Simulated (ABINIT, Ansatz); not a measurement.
## Lattice dynamics of Hf (Hafnium) in two programs

How does Hf (Hafnium) vibrate, and is this structure a minimum?

Calculated with ABINIT 10.8.3; DFT PBE, scalar-relativistic, plane waves, PseudoDojo norm-conserving pseudopotentials.

This is a report of a sequence of runs, with most program output left out.

### 1. The starting structure

The structure is hexagonal, space group P6_3/mmc (No. 194). The conventional cell has a = 3.197 Å, b = 3.197 Å, c = 5.058 Å, α = 90.00°, β = 90.00°, γ = 120.00°. Hf has 12 Hf at 3.13 to 3.20 Å nearest.

As a file:

```cif
data_structure
_symmetry_space_group_name_H-M 'P 1'
_symmetry_Int_Tables_number 1
_cell_length_a 3.1967
_cell_length_b 3.1967
_cell_length_c 5.0578
_cell_angle_alpha 90.000
_cell_angle_beta 90.000
_cell_angle_gamma 120.000
_cell_volume 44.76
loop_
_atom_site_label
_atom_site_type_symbol
_atom_site_fract_x
_atom_site_fract_y
_atom_site_fract_z
_atom_site_occupancy
Hf1 Hf 0.33333 0.66667 0.25000 1
Hf2 Hf 0.66667 0.33333 0.75000 1
```

### 2. A probe with smearing

A first run with smearing and empty bands tells whether the crystal has a gap, which decides between fixed occupations and smearing later on.

Input file probe.abi:

```
# ground state
tolvrs 1.0d-08
prtden 1
prtwf 1

# basis, mesh and filling
ecut 25.0
ngkpt 6 6 4
nshiftk 1
shiftk 0.0 0.0 0.0
istwfk *1
occopt 7
tsmear 0.005
nband 19
nstep 100
diemac 9.0
prtebands 0
prtgsr 0

# cell and atoms
acell 3*1.0 Angstrom
rprim 
    3.1967 0.0 0.0
    -1.59835 2.768423408 0.0
    0.0 0.0 5.0578
ntypat 1
znucl 72
natom 2
typat 1 1
xred 
    1/3 2/3 0.25
    2/3 1/3 0.75
pp_dirpath "./pseudo"
pseudos "Hf.upf"
```

The run is started by

```console
$ OMP_NUM_THREADS=1 mpirun -n 16 abinit probe.abi > probe.log
```

Elapsed: 3.9 s, on 16 MPI ranks of Arm Neoverse V1, shared host.

Read from the output:

| Item | Value |
| --- | --- |
| volume per atom | 22.38 Å³ |
| pressure | 0.4603 GPa |
| gap on the k-mesh | 0 eV |

No gap opens on this mesh, so smearing is kept; the printed pressure holds the stress of the finite basis too.

### 3. Relaxing the cell and atoms

The harmonic expansion needs vanishing forces, and a free crystal bears no stress, so cell and atoms are brought to rest. Stress is more sensitive to the basis than forces are: the last 3 Ha under the cutoff are smoothed with ecutsm, and the cutoff is raised above that of the later runs.

Input file relax.abi:

```
# relaxation
ionmov 2
optcell 2
dilatmx 1.08
ntime 40
tolmxf 1.0d-05
tolvrs 1.0d-14
prtwf 0
prtden 0
chksymtnons 0

# basis, mesh and filling
ecut 32.0
ecutsm 3.0
ngkpt 15 15 8
nshiftk 1
shiftk 0.0 0.0 0.0
istwfk *1
occopt 7
tsmear 0.01
nband 19
nstep 100
diemac 1000000.0
prtebands 0
prtgsr 0

# cell and atoms
acell 3*1.0 Angstrom
rprim 
    3.1967 0.0 0.0
    -1.59835 2.768423408 0.0
    0.0 0.0 5.0578
ntypat 1
znucl 72
natom 2
typat 1 1
xred 
    1/3 2/3 0.25
    2/3 1/3 0.75
pp_dirpath "./pseudo"
pseudos "Hf.upf"
```

The run is started by

```console
$ OMP_NUM_THREADS=1 mpirun -n 16 abinit relax.abi > relax.log
```

Run time: 1.9 min. Hardware: 16 MPI ranks.

The steps of the relaxation:

| step | energy less that of the first step (eV) | largest force (eV/Å) | volume (Å³) |
| --- | --- | --- | --- |
| 1 | 0.0000 | 0.0000 | 44.76 |
| 2 | -0.0005 | 0.0000 | 44.88 |
| 3 | -0.0010 | 0.0000 | 45.11 |
| 4 | -0.0010 | 0.0000 | 45.12 |
| 5 | -0.0010 | 0.0000 | 45.12 |
| 6 | -0.0010 | 0.0000 | 45.12 |
| 7 | -0.0010 | 0.0000 | 45.12 |

| conventional cell, symmetrised | before | after | change |
| --- | --- | --- | --- |
| a (Å) | 3.197 | 3.204 | +0.2 % |
| b (Å) | 3.197 | 3.204 | +0.2 % |
| c (Å) | 5.058 | 5.073 | +0.3 % |
| volume (Å³/atom) | 22.38 | 22.56 | +0.8 % |

The relaxed structure:

```cif
data_structure
_symmetry_space_group_name_H-M 'P 1'
_symmetry_Int_Tables_number 1
_cell_length_a 3.2044
_cell_length_b 3.2044
_cell_length_c 5.0735
_cell_angle_alpha 90.000
_cell_angle_beta 90.000
_cell_angle_gamma 120.000
_cell_volume 45.12
loop_
_atom_site_label
_atom_site_type_symbol
_atom_site_fract_x
_atom_site_fract_y
_atom_site_fract_z
_atom_site_occupancy
Hf1 Hf 0.33333 0.66667 0.25000 1
Hf2 Hf 0.66667 0.33333 0.75000 1
```

This step gave:

```yaml
volume_per_atom: 22.56 Å³
pressure: -3.62e-4 GPa
```

The volume changes by +0.8 % in this run and stands +0.8 % from the first cell.

### 4. Ground state

First-order wavefunctions inherit every error of the ground state, hence the very tight tolvrs. Smearing stays on, as the first look found no gap above 0.3 eV.

Input file gs.abi:

```
# ground state
tolvrs 1.0d-16
prtden 1
prtwf 1

# basis, mesh and filling
ecut 25.0
ngkpt 15 15 8
nshiftk 1
shiftk 0.0 0.0 0.0
istwfk *1
occopt 7
tsmear 0.01
nband 19
nstep 100
diemac 1000000.0
prtebands 0
prtgsr 0

# cell and atoms
acell 3*1.0 Angstrom
rprim 
    3.204386085 0.0 0.0
    -1.602193043 2.775079753 0.0
    0.0 0.0 5.073464808
ntypat 1
znucl 72
natom 2
typat 1 1
xred 
    1/3 2/3 0.25
    2/3 1/3 0.75
pp_dirpath "./pseudo"
pseudos "Hf.upf"
```

The run is started by

```console
$ OMP_NUM_THREADS=1 mpirun -n 16 abinit gs.abi > gs.log
```

Elapsed: 14 s, on 16 MPI ranks.

This step gave:

```yaml
pressure: -0.5690 GPa
```

The cell stands at -0.57 GPa: the relaxation ran with a smoothed and higher cutoff, and the difference is a stress of the finite basis.

### 5. Zone-centre response

At q = 0 one unit cell holds all displacements. The response is solved for single atoms along the cell's directions, and symmetry skips those that follow from others. The crystal is treated as a metal, which screens a static field, so no field response is asked.

Input file dfpt_gamma.abi:

```

# common to the responses
getwfk_filepath "gso_WFK"
kptopt 2
nqpt 1
qpt 0.0 0.0 0.0
asr 0
chneut 0

# displacements
rfphon 1
rfatpol 1 2
rfdir 1 1 1
tolvrs 1.0d-10
prtwf 0
prtpot 1

# basis, mesh and filling
ecut 25.0
ngkpt 15 15 8
nshiftk 1
shiftk 0.0 0.0 0.0
istwfk *1
occopt 7
tsmear 0.01
nband 19
nstep 100
diemac 1000000.0
prtebands 0
prtgsr 0

# cell and atoms
acell 3*1.0 Angstrom
rprim 
    3.204386085 0.0 0.0
    -1.602193043 2.775079753 0.0
    0.0 0.0 5.073464808
ntypat 1
znucl 72
natom 2
typat 1 1
xred 
    1/3 2/3 0.25
    2/3 1/3 0.75
pp_dirpath "./pseudo"
pseudos "Hf.upf"
```

The run is started by

```console
$ OMP_NUM_THREADS=1 mpirun -n 16 abinit dfpt_gamma.abi > dfpt_gamma.log
```

The job ended after 67 s (16 MPI ranks; 18 min of CPU time).

Numbers from this step:

| Item | Value |
| --- | --- |
| largest acoustic frequency at the zone centre before the sum rule | 4.14 cm⁻¹ |
| highest optical zone-centre mode (no LO-TO term) | 102.8 cm⁻¹ |
| lowest optical zone-centre mode | 77.58 cm⁻¹ |

The acoustic modes at Γ come out as far as 4.1 cm⁻¹ from zero, where they should vanish, a small numerical error.

### 6. Phonons on a q mesh

Linear response treats each wavevector of the 3×3×2 mesh in the unit cell; the first-order potentials are kept for the electron-phonon matrix elements.

Input file dfpt_q.abi:

```
ndtset 5

# wavevectors
qpt1 0.3333333333 0.0 0.0
qpt2 0.3333333333 0.3333333333 0.0
qpt3 0.0 0.0 0.5
qpt4 0.3333333333 0.0 0.5
qpt5 0.3333333333 0.3333333333 0.5

# displacements
getwfk_filepath "gso_WFK"
getwfq_filepath "gso_WFK"
kptopt 3
nqpt 1
rfphon 1
rfatpol 1 2
rfdir 1 1 1
tolvrs 1.0d-10
prtwf 0
prtpot 1

# basis, mesh and filling
ecut 25.0
ngkpt 15 15 8
nshiftk 1
shiftk 0.0 0.0 0.0
istwfk *1
occopt 7
tsmear 0.01
nband 19
nstep 100
diemac 1000000.0
prtebands 0
prtgsr 0

# cell and atoms
acell 3*1.0 Angstrom
rprim 
    3.204386085 0.0 0.0
    -1.602193043 2.775079753 0.0
    0.0 0.0 5.073464808
ntypat 1
znucl 72
natom 2
typat 1 1
xred 
    1/3 2/3 0.25
    2/3 1/3 0.75
pp_dirpath "./pseudo"
pseudos "Hf.upf"
```

The run is started by

```console
$ OMP_NUM_THREADS=1 mpirun -n 16 abinit dfpt_q.abi > dfpt_q.log
```

Elapsed: 28 min, on 16 MPI ranks; 7.6 h of CPU time.

This step gave:

| Item | Value |
| --- | --- |
| lowest mode on the q mesh (acoustic ones at the zone centre apart) | 55.3 cm⁻¹ |

Frequencies (cm⁻¹) before the sum rule at the irreducible wavevectors but Γ, which is solved apart; negative means imaginary. Frequencies by wavevector:

| q (fractions) | star | mode 1 | mode 2 | mode 3 | mode 4 | mode 5 | mode 6 |
| --- | --- | --- | --- | --- | --- | --- | --- |
| 0.3333 0 0 | 6 | 55.42 | 63.88 | 109.8 | 112.8 | 113.6 | 128.1 |
| 0.3333 0.3333 0 | 2 | 98.7 | 98.7 | 108.8 | 108.8 | 112.5 | 150.7 |
| 0 0 0.5 | 1 | 55.3 | 55.3 | 55.3 | 55.3 | 106.1 | 106.1 |
| 0.3333 0 0.5 | 6 | 89.61 | 89.61 | 90.87 | 90.87 | 137.2 | 137.2 |
| 0.3333 0.3333 0.5 | 2 | 57.02 | 57.02 | 133.5 | 133.5 | 141.5 | 141.5 |

### 7. Dispersion

anaddb transforms the dynamical matrices to force constants and back along the path; points of the mesh come back as solved, but for the sum rule and, in polar crystals, the LO-TO term at Γ; the rest is interpolation.

Input file anaddb.abi:

```
ddb_filepath "all_DDB"
output_file "anaddb.abo"
outdata_prefix "anaddb"
ifcflag 1
ngqpt 3 3 2
nqshft 1
q1shft 0.0 0.0 0.0
asr 1
chneut 0
dipdip 0
dipquad 0
quadquad 0
enunit 0
eivec 0
nph1l 93
qph1l 
    0.0 0.0 0.0 1.0
    0.05 0.0 0.0 1.0
    0.1 0.0 0.0 1.0
    0.15 0.0 0.0 1.0
    0.2 0.0 0.0 1.0
    0.25 0.0 0.0 1.0
    0.3 0.0 0.0 1.0
    0.35 0.0 0.0 1.0
    0.4 0.0 0.0 1.0
    0.45 0.0 0.0 1.0
    0.5 0.0 0.0 1.0
    0.48333333 0.03333333 0.0 1.0
    0.46666667 0.06666667 0.0 1.0
    0.45 0.1 0.0 1.0
    0.43333333 0.13333333 0.0 1.0
    0.41666667 0.16666667 0.0 1.0
    0.4 0.2 0.0 1.0
    0.38333333 0.23333333 0.0 1.0
    0.36666667 0.26666667 0.0 1.0
    0.35 0.3 0.0 1.0
    0.33333333 0.33333333 0.0 1.0
    0.3 0.3 0.0 1.0
    0.26666667 0.26666667 0.0 1.0
    0.23333333 0.23333333 0.0 1.0
    0.2 0.2 0.0 1.0
    0.16666667 0.16666667 0.0 1.0
    0.13333333 0.13333333 0.0 1.0
    0.1 0.1 0.0 1.0
    0.06666667 0.06666667 0.0 1.0
    0.03333333 0.03333333 0.0 1.0
    0.0 0.0 0.0 1.0
    0.0 0.0 0.05 1.0
    0.0 0.0 0.1 1.0
    0.0 0.0 0.15 1.0
    0.0 0.0 0.2 1.0
    0.0 0.0 0.25 1.0
    0.0 0.0 0.3 1.0
    0.0 0.0 0.35 1.0
    0.0 0.0 0.4 1.0
    0.0 0.0 0.45 1.0
    0.0 0.0 0.5 1.0
    0.05 0.0 0.5 1.0
    0.1 0.0 0.5 1.0
    0.15 0.0 0.5 1.0
    0.2 0.0 0.5 1.0
    0.25 0.0 0.5 1.0
    0.3 0.0 0.5 1.0
    0.35 0.0 0.5 1.0
    0.4 0.0 0.5 1.0
    0.45 0.0 0.5 1.0
    0.5 0.0 0.5 1.0
    0.48333333 0.03333333 0.5 1.0
    0.46666667 0.06666667 0.5 1.0
    0.45 0.1 0.5 1.0
    0.43333333 0.13333333 0.5 1.0
    0.41666667 0.16666667 0.5 1.0
    0.4 0.2 0.5 1.0
    0.38333333 0.23333333 0.5 1.0
    0.36666667 0.26666667 0.5 1.0
    0.35 0.3 0.5 1.0
    0.33333333 0.33333333 0.5 1.0
    0.3 0.3 0.5 1.0
    0.26666667 0.26666667 0.5 1.0
    0.23333333 0.23333333 0.5 1.0
    0.2 0.2 0.5 1.0
    0.16666667 0.16666667 0.5 1.0
    0.13333333 0.13333333 0.5 1.0
    0.1 0.1 0.5 1.0
    0.06666667 0.06666667 0.5 1.0
    0.03333333 0.03333333 0.5 1.0
    0.0 0.0 0.5 1.0
    0.5 0.0 0.5 1.0
    0.5 0.0 0.45 1.0
    0.5 0.0 0.4 1.0
    0.5 0.0 0.35 1.0
    0.5 0.0 0.3 1.0
    0.5 0.0 0.25 1.0
    0.5 0.0 0.2 1.0
    0.5 0.0 0.15 1.0
    0.5 0.0 0.1 1.0
    0.5 0.0 0.05 1.0
    0.5 0.0 0.0 1.0
    0.33333333 0.33333333 0.5 1.0
    0.33333333 0.33333333 0.45 1.0
    0.33333333 0.33333333 0.4 1.0
    0.33333333 0.33333333 0.35 1.0
    0.33333333 0.33333333 0.3 1.0
    0.33333333 0.33333333 0.25 1.0
    0.33333333 0.33333333 0.2 1.0
    0.33333333 0.33333333 0.15 1.0
    0.33333333 0.33333333 0.1 1.0
    0.33333333 0.33333333 0.05 1.0
    0.33333333 0.33333333 0.0 1.0
```

Input file mrgddb.in:

```
all_DDB
merged
6
dfpt_gammao_DDB
dfpt_qo_DS1_DDB
dfpt_qo_DS2_DDB
dfpt_qo_DS3_DDB
dfpt_qo_DS4_DDB
dfpt_qo_DS5_DDB
```

The run is started by

```console
$ mrgddb < mrgddb.in > mrgddb.log
$ OMP_NUM_THREADS=1 anaddb anaddb.abi > anaddb.log
```

The job ended after 0.53 s (1 thread).

Numbers from this step:

```yaml
lowest_frequency_on_the_path: 0 cm⁻¹
```

Anaddb. The phonon branches at the labelled points (cm⁻¹):

| point | branch 1 | branch 2 | branch 3 | branch 4 | branch 5 | branch 6 |
| --- | --- | --- | --- | --- | --- | --- |
| Γ | 0 | 0 | 0 | 78 | 78 | 103 |
| halfway | 48 | 50 | 88 | 102 | 111 | 116 |
| M | 60 | 78 | 112 | 124 | 131 | 136 |
| halfway | 79 | 85 | 109 | 115 | 129 | 143 |
| K | 99 | 99 | 109 | 109 | 112 | 151 |
| halfway | 58 | 65 | 86 | 112 | 116 | 119 |
| Γ | 0 | 0 | 0 | 78 | 78 | 103 |
| halfway | 30 | 30 | 67 | 72 | 72 | 110 |
| A | 55 | 55 | 55 | 55 | 106 | 106 |
| halfway | 81 | 81 | 85 | 85 | 127 | 127 |
| L | 94 | 94 | 96 | 96 | 147 | 147 |
| halfway | 69 | 69 | 121 | 121 | 145 | 145 |
| H | 57 | 57 | 134 | 134 | 142 | 142 |
| halfway | 73 | 73 | 102 | 102 | 131 | 131 |
| A | 55 | 55 | 55 | 55 | 106 | 106 |
| jump to L | 94 | 94 | 96 | 96 | 147 | 147 |
| halfway | 72 | 88 | 104 | 116 | 138 | 141 |
| M | 60 | 78 | 112 | 124 | 131 | 136 |
| jump to H | 57 | 57 | 134 | 134 | 142 | 142 |
| halfway | 75 | 75 | 119 | 129 | 129 | 146 |
| K | 99 | 99 | 109 | 109 | 112 | 151 |

All branches are real along the path.

### 8. Density of states

Sums over the zone need many more wavevectors than were solved, so the interpolation is sampled on a dense mesh.

Input file anaddb.abi:

```
ddb_filepath "all_DDB"
output_file "anaddb.abo"
outdata_prefix "anaddb"
ifcflag 1
ngqpt 3 3 2
nqshft 1
q1shft 0.0 0.0 0.0
asr 1
chneut 0
dipdip 0
dipquad 0
quadquad 0
prtdos 2
ng2qpt 16 16 9
dosdeltae 4.5563e-06
ntemper 11
temperinc 100.0
tempermin 0.0
```

The run is started by

```console
$ OMP_NUM_THREADS=1 anaddb anaddb.abi > anaddb.log
```

It took 0.57 s on 1 thread.

This step gave:

```yaml
share_of_modes_beyond_3i_cm_minus1_on_the_dense_interpolated_mesh: 0
zero_point_energy_per_atom: 18.65 meV
heat_capacity_at_300_k: 24.43 J/(mol atoms K)
vibrational_entropy_at_300_k: 44.62 J/(mol atoms K)
```

The phonon density of states has structure finer than the step of the table below, so its rows give means over 5 cm⁻¹, whole bins alone (the curve runs from -30 to 181 cm⁻¹). Peaks (cm⁻¹: height): 69.0: 0.0993, 112.0: 0.095, 142.0: 0.0881.

Tetrahedra. Table of phonon density of states by wavenumber; means over each step:

| wavenumber (cm⁻¹) | phonon density of states (1/cm⁻¹/cell) |
| --- | --- |
| 0 | 2.5e-6 |
| 5 | 7.4e-5 |
| 10 | 2.7e-4 |
| 15 | 7.6e-4 |
| 20 | 0.00150 |
| 25 | 0.00247 |
| 30 | 0.00387 |
| 35 | 0.00557 |
| 40 | 0.00773 |
| 45 | 0.0105 |
| 50 | 0.0143 |
| 55 | 0.0199 |
| 60 | 0.0341 |
| 65 | 0.0578 |
| 70 | 0.0863 |
| 75 | 0.0696 |
| 80 | 0.0659 |
| 85 | 0.0578 |
| 90 | 0.0482 |
| 95 | 0.0393 |
| 100 | 0.0615 |
| 105 | 0.0767 |
| 110 | 0.0818 |
| 115 | 0.0694 |
| 120 | 0.0675 |
| 125 | 0.0605 |
| 130 | 0.0676 |
| 135 | 0.0681 |
| 140 | 0.0729 |
| 145 | 0.0452 |
| 150 | 0.00264 |
| 155 | 0 |

Harmonic thermodynamic functions per atom, summed over the density of states scaled to three modes an atom; melting is ignored. Thermodynamic functions:

| T (K) | F_vib (meV/atom) | S (J/mol-atom/K) | C_V (J/mol-atom/K) |
| --- | --- | --- | --- |
| 0 | 18.65 | 0 | 0 |
| 50 | 17.55 | 7.026 | 13.21 |
| 100 | 10.64 | 19.14 | 20.86 |
| 200 | -18.08 | 34.82 | 23.82 |
| 300 | -59.57 | 44.62 | 24.43 |
| 400 | -109.7 | 51.68 | 24.65 |
| 500 | -166.2 | 57.2 | 24.76 |
| 600 | -227.9 | 61.72 | 24.81 |
| 700 | -293.9 | 65.54 | 24.85 |
| 800 | -363.6 | 68.86 | 24.87 |
| 900 | -436.5 | 71.79 | 24.89 |
| 1000 | -512.3 | 74.42 | 24.9 |

At 300 K the heat capacity has reached 98 % of the Dulong-Petit value.

### 9. A second program

A second program on the same cell, potentials, cutoff and meshes tests the implementation of the phonon response, not its convergence.

This step: DFT PBE, scalar-relativistic, plane waves, PseudoDojo norm-conserving pseudopotentials (Ansatz 0.2.0).

Input file input.yaml:

```yaml
crystal:
  lattice:
    - [3.2043860853, 0.0, 0.0]
    - [-1.6021930427, 2.7750797534, 0.0]
    - [0.0, 0.0, 5.0734648082]
  atoms:
    - { symbol: Hf, position: [0.3333333333, 0.6666666667, 0.25] }
    - { symbol: Hf, position: [0.6666666667, 0.3333333333, 0.75] }
kpoints:
  mp_grid: { grid: [15, 15, 8] }
hamiltonian:
  xc: pbe
  pseudopotentials: { kind: nc, accuracy: standard }
scf:
  occupations: { method: gaussian, width: 0.27211 }
output:
  eigenvalues: true
basis:
  ecutwfc: 680.285
phonons:
  method: dfpt
  qmesh: [3, 3, 2]
  temperatures: { t_max: 1000, t_step: 50 }
  qpath:
    path:
      - [[0.0, 0.0, 0.0], [0.5, 0.0, 0.0], [0.33333333, 0.33333333, 0.0], [0.0, 0.0, 0.0], [0.0, 0.0, 0.5], [0.5, 0.0, 0.5], [0.33333333, 0.33333333, 0.5], [0.0, 0.0, 0.5]]
      - [[0.5, 0.0, 0.5], [0.5, 0.0, 0.0]]
      - [[0.33333333, 0.33333333, 0.5], [0.33333333, 0.33333333, 0.0]]
    npoints: 10
  electrical_resistivity: { temperatures: [77, 300], mesh: [30, 30, 16] }
```

The run is started by

```console
$ ansatz run input.yaml --threads 16 --pin off --max-ram 32768MiB --backend cpu --events-out ev --progress --plain --runs-dir out
```

It took 3.9 min on 16 threads; peak memory 2.9 GiB.

Read from the output:

* sum-rule residual before enforcement: 3.60e-5 eV/Å²
* mean frequency: 100 cm⁻¹
* Debye temperature (second moment): 193 K
* logarithmic mean frequency: 95.3 cm⁻¹
* lowest optical zone-centre mode: 77.45 cm⁻¹
* lowest mode on the q mesh (acoustic ones at the zone centre apart): 55.15 cm⁻¹
* zero-point energy per atom: 18.59 meV
* vibrational entropy at 300 K: 44.74 J/(mol atoms K)

### 10. Side by side: ABINIT PseudoDojo and Ansatz, PseudoDojo

Worked out from the results:

```yaml
root_mean_square_difference: 0.09 cm⁻¹
largest_difference: 0.15 cm⁻¹
root_mean_square_difference_on_the_path: 0.4 cm⁻¹
largest_difference_on_the_path: 1.9 cm⁻¹
```

The 12 of 33 modes that differ most. Frequencies side by side:

| q (reciprocal lattice) | mode | ABINIT PseudoDojo (cm⁻¹) | Ansatz, PseudoDojo (cm⁻¹) |
| --- | --- | --- | --- |
| 0 0 0 | 4 | 77.58 | 77.45 |
| 0 0 0 | 5 | 77.58 | 77.45 |
| 0.3333 0 0 | 1 | 55.42 | 55.27 |
| 0.3333 0 0 | 2 | 63.88 | 63.77 |
| 0 0 0.5 | 1 | 55.3 | 55.15 |
| 0 0 0.5 | 2 | 55.3 | 55.15 |
| 0 0 0.5 | 3 | 55.3 | 55.15 |
| 0 0 0.5 | 4 | 55.3 | 55.15 |
| 0.3333 0 0.5 | 1 | 89.61 | 89.53 |
| 0.3333 0 0.5 | 2 | 89.61 | 89.53 |
| 0.3333 0.3333 0.5 | 1 | 57.02 | 56.91 |
| 0.3333 0.3333 0.5 | 2 | 57.02 | 56.91 |

At the solved wavevectors the largest difference (acoustic modes at Γ apart) is 0.10 % of the highest mode.

### 11. Outcome

| Item | Value |
| --- | --- |
| space group after relaxation | P6_3/mmc |
| volume per atom | 22.6 Å³ |
| highest optical zone-centre mode (no LO-TO term) | 102.8 cm⁻¹ |
| lowest optical zone-centre mode | 77.6 cm⁻¹ |
| q mesh | 3×3×2 |
| lowest mode on the q mesh (acoustic ones at the zone centre apart) | 55.3 cm⁻¹ |
| zero-point energy per atom | 18.6 meV |
| heat capacity at 300 K | 24.4 J/(mol atoms K) |
| vibrational entropy at 300 K | 44.6 J/(mol atoms K) |
| imaginary modes on the q mesh | none |
| largest difference from Ansatz, PseudoDojo | 0.15 cm⁻¹ |

In words: Hf (Hafnium) is dynamically stable on the 3×3×2 mesh; its spectrum reaches 151 cm⁻¹. At the PBE level the optical modes of Hf (Hafnium) at the zone centre run from 78 to 103 cm⁻¹. Along axes with an odd number of divisions the mesh misses the zone-boundary points at one half, where instabilities often lie; those are only interpolated. The base run prints -0.57 GPa, mostly the error of a finite basis; the relaxation, with a smoothed and higher cutoff, had brought the cell to rest. ABINIT PseudoDojo and Ansatz, PseudoDojo agree to 0.15 cm⁻¹ (0.10 % of the highest mode compared) on all solved modes but the acoustic ones at Γ. These are harmonic frequencies at zero temperature: anharmonic shifts and linewidths and thermal expansion are left out. Spin-orbit coupling is left out, which can matter for the heavy elements here. In a metal the frequencies hang on the k mesh and the smearing, most of all near Kohn anomalies. Ansatz warns that the cutoff lies 14 % under the one recommended for these files; agreement at one cutoff is not convergence. Electron-phonon sums were run after this but are left out, since no second program bore their λ out within 30 %; a λ that a log prints is not taken as a result.

[Host names and launcher messages were left out of these logs when they were recorded.]

[Logs are printed without paths, hosts, clocks, repeated set-up lines and the standing remarks that a program may print on its own settings, such as how far it seeks lower states.]

[Hosts, paths, dates, database ids (printed as entryN), source tags and the programs' standing remarks are cut or masked in the printed files.]
